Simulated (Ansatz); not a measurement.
**Structural relaxation of rutile SnO2, size series (48 atoms)**

How does rutile SnO2, size series (48 atoms) relax, and what do bonds, charges and levels look like afterwards?

Calculated with Ansatz 0.2.0; Kohn-Sham DFT, r2SCAN, PAW (set soft_2), plane waves.

### Step 1. Set-up

The cell holds 48 atoms: 16 Sn and 32 O. Cell: a = 9.474 Å, b = 9.474 Å, c = 6.372 Å, α = 90.0°, β = 90.0°, γ = 90.0°. It derives from SnO2 (rutile), repeated 2×2×2. Rutile SnO2 (cell 4.737, 4.737, 3.186, 90, 90, 90), 2 x 2 x 2 conventional cells; ideal positions.

### Step 2. Single point at the start

A single point comes first, to see the forces before anything moves.

The input, input.yaml:

```yaml
crystal:
  lattice:
    - [9.474, 0.0, 0.0]
    - [0.0, 9.474, 0.0]
    - [0.0, 0.0, 6.372]
  atoms:
    - { symbol: Sn, position: [0.0, 0.0, 0.0] }
    - { symbol: Sn, position: [0.25, 0.25, 0.25] }
    - { symbol: O, position: [0.1535, 0.1535, 0.0] }
    - { symbol: O, position: [0.3465, 0.3465, 0.0] }
    - { symbol: O, position: [0.0965, 0.4035, 0.25] }
    - { symbol: O, position: [0.4035, 0.0965, 0.25] }
    - { symbol: Sn, position: [0.0, 0.0, 0.5] }
    - { symbol: Sn, position: [0.25, 0.25, 0.75] }
    - { symbol: O, position: [0.1535, 0.1535, 0.5] }
    - { symbol: O, position: [0.3465, 0.3465, 0.5] }
    - { symbol: O, position: [0.0965, 0.4035, 0.75] }
    - { symbol: O, position: [0.4035, 0.0965, 0.75] }
    - { symbol: Sn, position: [0.0, 0.5, 0.0] }
    - { symbol: Sn, position: [0.25, 0.75, 0.25] }
    - { symbol: O, position: [0.1535, 0.6535, 0.0] }
    - { symbol: O, position: [0.3465, 0.8465, 0.0] }
    - { symbol: O, position: [0.0965, 0.9035, 0.25] }
    - { symbol: O, position: [0.4035, 0.5965, 0.25] }
    - { symbol: Sn, position: [0.0, 0.5, 0.5] }
    - { symbol: Sn, position: [0.25, 0.75, 0.75] }
    - { symbol: O, position: [0.1535, 0.6535, 0.5] }
    - { symbol: O, position: [0.3465, 0.8465, 0.5] }
    - { symbol: O, position: [0.0965, 0.9035, 0.75] }
    - { symbol: O, position: [0.4035, 0.5965, 0.75] }
    - { symbol: Sn, position: [0.5, 0.0, 0.0] }
    - { symbol: Sn, position: [0.75, 0.25, 0.25] }
    - { symbol: O, position: [0.6535, 0.1535, 0.0] }
    - { symbol: O, position: [0.8465, 0.3465, 0.0] }
    - { symbol: O, position: [0.5965, 0.4035, 0.25] }
    - { symbol: O, position: [0.9035, 0.0965, 0.25] }
    - { symbol: Sn, position: [0.5, 0.0, 0.5] }
    - { symbol: Sn, position: [0.75, 0.25, 0.75] }
    - { symbol: O, position: [0.6535, 0.1535, 0.5] }
    - { symbol: O, position: [0.8465, 0.3465, 0.5] }
    - { symbol: O, position: [0.5965, 0.4035, 0.75] }
    - { symbol: O, position: [0.9035, 0.0965, 0.75] }
    - { symbol: Sn, position: [0.5, 0.5, 0.0] }
    - { symbol: Sn, position: [0.75, 0.75, 0.25] }
    - { symbol: O, position: [0.6535, 0.6535, 0.0] }
    - { symbol: O, position: [0.8465, 0.8465, 0.0] }
    - { symbol: O, position: [0.5965, 0.9035, 0.25] }
    - { symbol: O, position: [0.9035, 0.5965, 0.25] }
    - { symbol: Sn, position: [0.5, 0.5, 0.5] }
    - { symbol: Sn, position: [0.75, 0.75, 0.75] }
    - { symbol: O, position: [0.6535, 0.6535, 0.5] }
    - { symbol: O, position: [0.8465, 0.8465, 0.5] }
    - { symbol: O, position: [0.5965, 0.9035, 0.75] }
    - { symbol: O, position: [0.9035, 0.5965, 0.75] }
kpoints:
  mp_grid: { grid: [1, 1, 2] }
hamiltonian:
  xc: r2scan
scf:
  occupations: { method: gaussian, width: 0.05 }
output:
  forces: true
  stress: true
  populations: true
  dos:
    method: { smearing: { sigma: 0.08 } }
    de: 0.1
    projected: { site_lists: { O: [O], Sn: [Sn] } }
  eigenvalues: true
```

Command:

```console
$ ansatz run input.yaml --threads 4 --pin off --max-ram 8192MiB --backend cpu --events-out ev --progress --plain --runs-dir out
```

Numbers of over 12 decimals in the logs are rounded to 6 here.

Log:

```text
Engine: ansatz 0.2.0, aarch64-unknown-linux-gnu
Pseudopotentials: kind: paw
Pseudopotential: Sn, paw, valence charge 14, recommended cutoff 500 eV (meta_gga), Sn.paw.azcp
Pseudopotential: O, paw, valence charge 6, recommended cutoff 500 eV (meta_gga), O.paw.azcp
[... 6 lines on functional and potentials left out ...]
Crystal: 48 atoms, lattice volume = 571.930 Å³
Basis set: ecut = 500 eV, 14515 PW (Γ), exchange–correlation on 288×288×192 points (64 copies of the dense FFT grid, shifted against one another)
Bands: 256, of which v1, the nominal top of the filled ones, is band 208 counted from 1 (207 counted from 0)
Symmetry: 128 space group operations
Space group: P42/mnm (ITA 136), of the structure as read, at distance tolerance 8.3e-5 Å
k-points: 2
[... 7 lines on functional and potentials left out ...]
Initial density: superposition of atomic densities (neutral atoms: chi_scale 0, normalization atom), corrected by the library's trained network
Initial wavefunctions: pseudopotential atomic-orbital guess
Functional: x = r2scan, c = r2scan; τ floored in thin density (d = 2e-4 eV/Å³)
SCF iter   1: F=—  HF=-114818.205389 eV  |F-HF|=—  |Δ(HF+E_count)|=         —  Δρ=1.06e-2  dr2=4.70e-1  dr2_τ=2.27e0  ethr=1.77e-3  ⟨swp⟩=5.0  Hψ=1879  notcnv=0  defer=33
preconditioner: auto → Resta (q_TF=auto, 2.587 Å⁻¹)  ε∞=3.3  [insulator: Δε(μ)=2.008 eV  Ē_g=20.949 eV  σ=0.050 eV  W_gap=1.00  n_scr=176 (ndim 8)  ℏωp=31.7 eV  f_vac=0.025  D(μ)=0.00/eV (n_scr^D=0)  ε∞_Penn≈3.3]
SCF iter   2: F=—  HF=-114819.063732 eV  |F-HF|=—  |Δ(HF+E_count)|=   8.58e-1  Δρ=6.31e-3  dr2=1.27e-1  dr2_τ=7.96e-3  ethr=1.13e-4  ⟨swp⟩=2.0  Hψ=860  notcnv=0  defer=81
SCF iter   3: F=—  HF=-114819.055497 eV  |F-HF|=—  |Δ(HF+E_count)|=   8.23e-3  Δρ=7.48e-4  dr2=2.48e-3  dr2_τ=6.44e-4  ethr=3.06e-5  ⟨swp⟩=3.0  Hψ=643  notcnv=0  defer=81
SCF iter   4: F=—  HF=-114819.056301 eV  |F-HF|=—  |Δ(HF+E_count)|=   8.04e-4  Δρ=1.89e-4  dr2=1.49e-4  dr2_τ=1.45e-5  ethr=5.95e-7  ⟨swp⟩=2.5  Hψ=684  notcnv=0  defer=81
SCF iter   5: F=—  HF=-114819.056233 eV  |F-HF|=—  |Δ(HF+E_count)|=   6.79e-5  Δρ=7.32e-5  dr2=2.90e-5  dr2_τ=1.92e-6  ethr=3.59e-8  ⟨swp⟩=2.0  Hψ=687  notcnv=0  defer=81
SCF iter   6: F=—  HF=-114819.056740 eV  |F-HF|=—  |Δ(HF+E_count)|=   5.07e-4  Δρ=1.77e-5  dr2=1.97e-6  dr2_τ=1.34e-7  ethr=6.97e-9  ⟨swp⟩=2.0  Hψ=680  notcnv=0  defer=81
SCF iter   7: F=—  HF=-114819.056740 eV  |F-HF|=—  |Δ(HF+E_count)|=   5.36e-7  Δρ=7.44e-6  dr2=3.31e-7  dr2_τ=7.95e-9  ethr=4.74e-10  ⟨swp⟩=2.0  Hψ=809  notcnv=0  defer=81
SCF iter   8: F=-114819.056740 eV  HF=-114819.056740 eV  |F-HF|=1.75e-10  |Δ(HF+E_count)|=   3.21e-8  Δρ=6.17e-7  dr2=2.22e-9  dr2_τ=1.69e-10  ethr=2.40e-11  ⟨swp⟩=13.0  Hψ=2370  notcnv=0
SCF 1 converged in 8 iterations: F = -114819.056740 eV  dr2 = 2.22e-9
  greatest PAW one-centre occupation: 0.996 electrons in one spin orbital (limit 2), on the Sn atom at site 43 (counted from 0), in its partial waves of l = 2
SCF converged after 8 iterations
Free energy (F): -114819.056740 eV
Harris-Foulkes:  -114819.056740 eV  (|F-HF|=1.75e-10)
Internal energy: -114819.056740 eV  (E = F + TS)
E sigma→0 (E₀):  -114819.056740 eV
Fermi energy:    10.075860 eV
--- Per-component energies (eV) ---
  E_band       = -1230.447831
  E_kinetic    = 8704.149016
  E_local      = -22893.981755  (includes V_loc(G=0)·N_el)
  E_nonlocal   = 1055.237528
  E_hartree    = 11962.361118
  E_xc         = -8290.343897
  E_vxc        = -4986.486971  (∫ρ·V_xc dr)
  E_paw        = -71896.539019  (= ΣΔE_a)
  E_vpaw       = -7348.326566  (= ΣTr[D̂ρ^β])
  E_aug_tail   = 0.032008  (compensation charges beyond the density's cutoff)
  E_vtau       = 314.206168  (kinetic-family band-sum trace: ∫τ·v_τ [+ j·A + Jᵃ·Aᵃ] dr)
  E_ewald      = -33470.714747
  E_core_change = 10.743008  (= ΣΔE_core)
  E_smearing   = -0.000000  (= −TS)
  E_closure    = 0.000000  (closes the sum)
  Σ components = -114819.056740   (vs F -114819.056740, Δ=0.00e0)
--- Forces (eV/Å), atoms counted from 1 ---
  atom   1  Sn    -0.00000000     0.00000000     0.00000000
  atom   2  Sn     0.00000000    -0.00000000    -0.00000000
  atom   3  O     -0.14848454    -0.14848454     0.00000000
  atom   4  O      0.14848454     0.14848454     0.00000000
  atom   5  O      0.14848454    -0.14848454    -0.00000000
  atom   6  O     -0.14848454     0.14848454    -0.00000000
  atom   7  Sn    -0.00000000     0.00000000     0.00000000
  atom   8  Sn     0.00000000    -0.00000000    -0.00000000
  atom   9  O     -0.14848454    -0.14848454    -0.00000000
  atom  10  O      0.14848454     0.14848454    -0.00000000
  atom  11  O      0.14848454    -0.14848454     0.00000000
  atom  12  O     -0.14848454     0.14848454     0.00000000
  atom  13  Sn    -0.00000000     0.00000000    -0.00000000
  atom  14  Sn     0.00000000    -0.00000000    -0.00000000
[...]
atom  47  O      0.14848454    -0.14848454     0.00000000
  atom  48  O     -0.14848454     0.14848454     0.00000000
  max |Σ_I F_I| component: 8.05e-16 eV/Å
--- Stress (GPa, compression-positive) ---
        2.912419       0.000000       0.000000
        0.000000       2.912419       0.000000
       -0.000000       0.000000       3.934469
  P = ⅓ Tr σ = 3.2531 GPa (32.531 kbar)
--- Band table (eV) ---
  k-point 0: bands = ["-12.6915", "-12.6201", "-12.6201", "-12.6201", [... 240 levels ...], "21.0797", "21.0797", "21.0976", "21.0976", "21.0976", "21.0976", "21.1198", "21.1198", "21.1309", "21.1309", "21.1573", "21.1573"]
  k-point 1: bands = ["-12.3946", "-12.3946", "-12.3238", "-12.3238", [... 240 levels ...], "19.6183", "19.6183", "19.6183", "19.6183", "19.6183", "19.6183", "20.6019", "20.6019", "20.6019", "20.6019", "21.0855", "21.0855"]
--- Löwdin populations: 48 sites ---
  site symbol       q [e]
     0     Sn     12.1484
     1     Sn     12.1484
     2      O      6.8552
[...]
47      O      6.8552
  spilling = 0.005429 (of n_electrons = 416.000000)
```

Elapsed: 17 s, on 4 threads of Arm Neoverse V2, shared host; peak memory 2.6 GiB.

Read from the output:

```yaml
free_energy: -114819.0567 eV
free_energy_per_atom: -2392.0637 eV/atom
scf_cycles: 8
pressure: 3.253 GPa
r_m_s_force_component: 0.09899 eV/Å
longest_force: 0.21 eV/Å
fermi_energy: 10.08 eV
spacing_of_highest_filled_and_lowest_empty_level: 1.958 eV
spilling_of_the_projection: 0.005429
```

The r.m.s. force component of 0.099 eV/Å and the pressure of 3.3 GPa set the starting point.

Length of the force by element:

| element | coordination | atoms | mean length of the force (eV/Å) | spread | least | most |
| --- | --- | --- | --- | --- | --- | --- |
| O | all | 32 | 0.21 | 0 | 0.21 | 0.21 |
| Sn | all | 16 | 0 | 0 | 0 | 0 |

### Step 3. Relaxation

With the cell held, the atoms are moved downhill towards a nearby minimum.

input.yaml, the sections that differ from step 2:

```yaml
output:
  forces: true
relax:
  f_tol: 0.05
  max_steps: 200
# crystal, kpoints, hamiltonian, scf: as in step 2
```

Log:

```text
[...]
Crystal: 48 atoms, lattice volume = 571.930 Å³
Basis set: ecut = 500 eV, 14515 PW (Γ), exchange–correlation on 288×288×192 points (64 copies of the dense FFT grid, shifted against one another)
Bands: 256, of which v1, the nominal top of the filled ones, is band 208 counted from 1 (207 counted from 0)
Symmetry: 128 space group operations
[...]
k-points: 2
[...]
SCF iter   1: F=—  HF=-114818.205390 eV  |F-HF|=—  |Δ(HF+E_count)|=         —  Δρ=1.06e-2  dr2=4.70e-1  dr2_τ=2.27e0  ethr=1.77e-3  ⟨swp⟩=5.0  Hψ=1879  notcnv=0  defer=33
[...]
SCF iter   3: F=—  HF=-114819.055494 eV  |F-HF|=—  |Δ(HF+E_count)|=   8.21e-3  Δρ=7.48e-4  dr2=2.48e-3  dr2_τ=6.44e-4  ethr=3.06e-5  ⟨swp⟩=3.0  Hψ=643  notcnv=0  defer=51
automatic band count: iteration 3 solves 241 bands in place of 256: the levels show a gap, and the empty bands left out lie too high to hold charge; the band table lists the bands solved (type scf.n_extra_bands for more)
SCF iter   4: F=—  HF=-114819.056674 eV  |F-HF|=—  |Δ(HF+E_count)|=   1.18e-3  Δρ=1.89e-4  dr2=1.50e-4  dr2_τ=1.45e-5  ethr=5.95e-7  ⟨swp⟩=2.5  Hψ=684  notcnv=0  defer=51
[...]
SCF iter   6: F=-114819.056739 eV  HF=-114819.056740 eV  |F-HF|=1.72e-6  |Δ(HF+E_count)|=   5.35e-6  Δρ=1.78e-5  dr2=2.02e-6  dr2_τ=1.36e-7  ethr=6.98e-9  ⟨swp⟩=3.0  Hψ=1567  notcnv=0
SCF 1 converged in 6 iterations: F = -114819.056739 eV  dr2 = 2.02e-6
[...]
relax step   1: F+E_penalty+E_count = -114819.05673856 eV  Δ(F+E_penalty+E_count) = +0.000e0 eV  max|allowed force component| = 1.485e-1 eV/Å  Δτ_max = 0.0000 Å  (6 SCF iters, dr2 threshold 6.25e-5 eV, accepted)
[...]
iter 1 solved again at ethr=8.04e-7 eV; its pass at ethr=3.10e-3 eV (dr2=3.35e-3 eV) is discarded
[...]
SCF iter   7: F=-114819.083589 eV  HF=-114819.083589 eV  |F-HF|=4.22e-10  |Δ(HF+E_count)|=   3.03e-8  Δρ=8.95e-7  dr2=4.04e-9  dr2_τ=9.14e-10  ethr=2.40e-11  ⟨swp⟩=3.0  Hψ=1842  notcnv=0
SCF 2 converged in 7 iterations: F = -114819.083589 eV  dr2 = 4.04e-9
relax step   2: F+E_penalty+E_count = -114819.08358906 eV  Δ(F+E_penalty+E_count) = -2.685e-2 eV  max|allowed force component| = 3.819e-2 eV/Å  Δτ_max = 0.0064 Å  (7 SCF iters, accepted)
[...]
SCF iter   2: F=-114819.083589 eV  HF=-114819.083589 eV  |F-HF|=1.16e-10  |Δ(HF+E_count)|=  6.84e-10  Δρ=4.95e-7  dr2=1.54e-9  dr2_τ=5.82e-11  ethr=1.00e-12  ⟨swp⟩=2.5  Hψ=940  notcnv=0
SCF 3 converged in 2 iterations: F = -114819.083589 eV  dr2 = 1.54e-9
SCF converged after 2 iterations
Free energy (F): -114819.083589 eV
[...]
Internal energy: -114819.083589 eV  (E = F + TS)
E sigma→0 (E₀):  -114819.083589 eV
Fermi energy:    10.069464 eV
[...]
--- Forces (eV/Å), atoms counted from 1 ---
  atom   1  Sn    -0.00000000    -0.00000000    -0.00000000
  atom   2  Sn     0.00000000     0.00000000    -0.00000000
  atom   3  O     -0.03820140    -0.03820140     0.00000000
  atom   4  O      0.03820140     0.03820140     0.00000000
  atom   5  O      0.03820140    -0.03820140     0.00000000
  atom   6  O     -0.03820140     0.03820140     0.00000000
  atom   7  Sn    -0.00000000    -0.00000000    -0.00000000
  atom   8  Sn     0.00000000     0.00000000    -0.00000000
  atom   9  O     -0.03820140    -0.03820140    -0.00000000
  atom  10  O      0.03820140     0.03820140     0.00000000
  atom  11  O      0.03820140    -0.03820140     0.00000000
  atom  12  O     -0.03820140     0.03820140     0.00000000
  atom  13  Sn    -0.00000000    -0.00000000     0.00000000
  atom  14  Sn     0.00000000     0.00000000     0.00000000
[...]
atom  47  O      0.03820140    -0.03820140     0.00000000
  atom  48  O     -0.03820140     0.03820140     0.00000000
  max |Σ_I F_I| component: 3.75e-16 eV/Å
--- Relaxed structure (2 steps of the walk, 2 accepted, 0 SCFs on fresh bases) ---
  F+E_penalty+E_count = -114819.08358906 eV   max|allowed force component| = 3.819e-2 eV/Å
  atoms:
    - { symbol: Sn, position: [0, 0, 0] }
    - { symbol: Sn, position: [0.25, 0.25, 0.25] }
    - { symbol: O, position: [0.153025, 0.153025, 0] }
    - { symbol: O, position: [0.346975, 0.346975, 0] }
[...]
- { symbol: O, position: [0.903025, 0.596975, 0.75] }
```

Run time: 22 s. Hardware: 4 threads; peak memory 2.6 GiB.

Relaxation path:

```
step  energy less that of the first step (eV)  largest force component (eV/Å)
   1                                   0.0000                          0.1485
   2                                  -0.0268                          0.0382
```

The run keeps the 128 symmetry operations that it works with, so distortions that break them were not tested.

The relaxation changed the energy by -0.559 meV/atom, and atoms moved by 0.005 Å r.m.s., 0.006 Å at most.

### Step 4. Local order after relaxation

Bonds before and after, by the cutoffs listed below:

```csv
pair,bonds before,bonds after,mean before (Å),mean after (Å),spread before (Å),spread after (Å)
O-Sn,96,96,2.053,2.054,0.002,0.003
```

Density 7.00 g/cm³, 11.92 Å³ an atom.

g(r), total and by pair (bins of 0.2 Å):

| r (Å) | total | O-O | O-Sn | Sn-Sn |
| --- | --- | --- | --- | --- |
| 2.00 | 4.41 | 0.00 | 9.90 | 0.00 |
| 2.20 | 0.00 | 0.00 | 0.00 | 0.00 |
| 2.40 | 0.00 | 0.00 | 0.00 | 0.00 |
| 2.60 | 0.48 | 1.07 | 0.00 | 0.00 |
| 2.80 | 0.00 | 0.00 | 0.00 | 0.00 |
| 3.00 | 2.96 | 6.65 | 0.00 | 0.00 |
| 3.20 | 0.94 | 1.41 | 0.00 | 2.82 |
| 3.40 | 0.54 | 1.21 | 0.00 | 0.00 |
| 3.60 | 0.99 | 0.00 | 2.23 | 0.00 |
| 3.80 | 1.80 | 0.00 | 2.00 | 8.20 |
| 4.00 | 0.00 | 0.00 | 0.00 | 0.00 |
| 4.20 | 1.97 | 1.25 | 3.19 | 0.00 |
| 4.40 | 0.00 | 0.00 | 0.00 | 0.00 |
| 4.60 | 0.88 | 1.30 | 0.67 | 0.00 |
| 4.80 | 1.94 | 1.27 | 2.44 | 2.55 |
| 5.00 | 1.49 | 2.21 | 1.15 | 0.00 |
| 5.20 | 0.24 | 0.53 | 0.00 | 0.00 |
| 5.40 | 0.88 | 1.97 | 0.00 | 0.00 |
| 5.60 | 0.80 | 0.00 | 1.80 | 0.00 |
| 5.80 | 1.53 | 1.74 | 0.00 | 6.83 |
| 6.00 | 1.43 | 1.59 | 1.62 | 0.00 |
| 6.20 | 0.67 | 0.00 | 1.49 | 0.00 |
| 6.40 | 0.55 | 0.35 | 0.70 | 0.70 |
| 6.60 | 0.71 | 0.64 | 0.64 | 1.27 |
| 6.80 | 0.82 | 1.84 | 0.00 | 0.00 |
| 7.00 | 0.77 | 0.00 | 1.73 | 0.00 |
| 7.20 | 1.10 | 0.82 | 1.67 | 0.00 |
| 7.40 | 2.54 | 3.11 | 2.08 | 2.06 |

Bonds by pair of elements; cutoffs follow the first minimum of g(r), held within bounds set by covalent radii, and pairs that aren't listed don't count as bonded:

| pair A-B | cutoff (Å) | bonds | mean length (Å) | spread (Å) | shortest (Å) | B about A | A about B |
| --- | --- | --- | --- | --- | --- | --- | --- |
| O-Sn | 2.48 | 96 | 2.05 | 0.003 | 2.05 | 3 | 6 |

How many atoms have how many bonded neighbours:

```
element  mean   3   6
      O     3  32   0
     Sn     6   0  16
```

Bond angles (no mean is given where the spread exceeds 20°):

```csv
angle,count,mean (°),spread (°)
O-Sn-O,240,-,-
Sn-O-Sn,96,120,13
```

Rings of the network by King's shortest-path rule, up to 12 atoms, one path for each pair of neighbours; H, halogens, alkali and alkaline-earth atoms are left out, and the last column divides by all other atoms, bonded or not:

| ring size (atoms) | rings | per network atom |
| --- | --- | --- |
| 4 | 16 | 0.333 |
| 6 | 64 | 1.33 |
| 8 | 43 | 0.896 |

By these cutoffs all O atoms have 3 and all Sn atoms have 6 bonded neighbours. Rings of 6 atoms are the most common (52 % of those counted); sizes run from 4 to 8.

(Part 1 of 2 ends here.)

[Logs are printed without paths, hosts, clocks, repeated set-up lines and the standing remarks that a program may print on its own settings, such as how far it seeks lower states.]

[Hosts, paths, dates, database ids (printed as entryN), source tags and the programs' standing remarks are cut or masked in the printed files.]
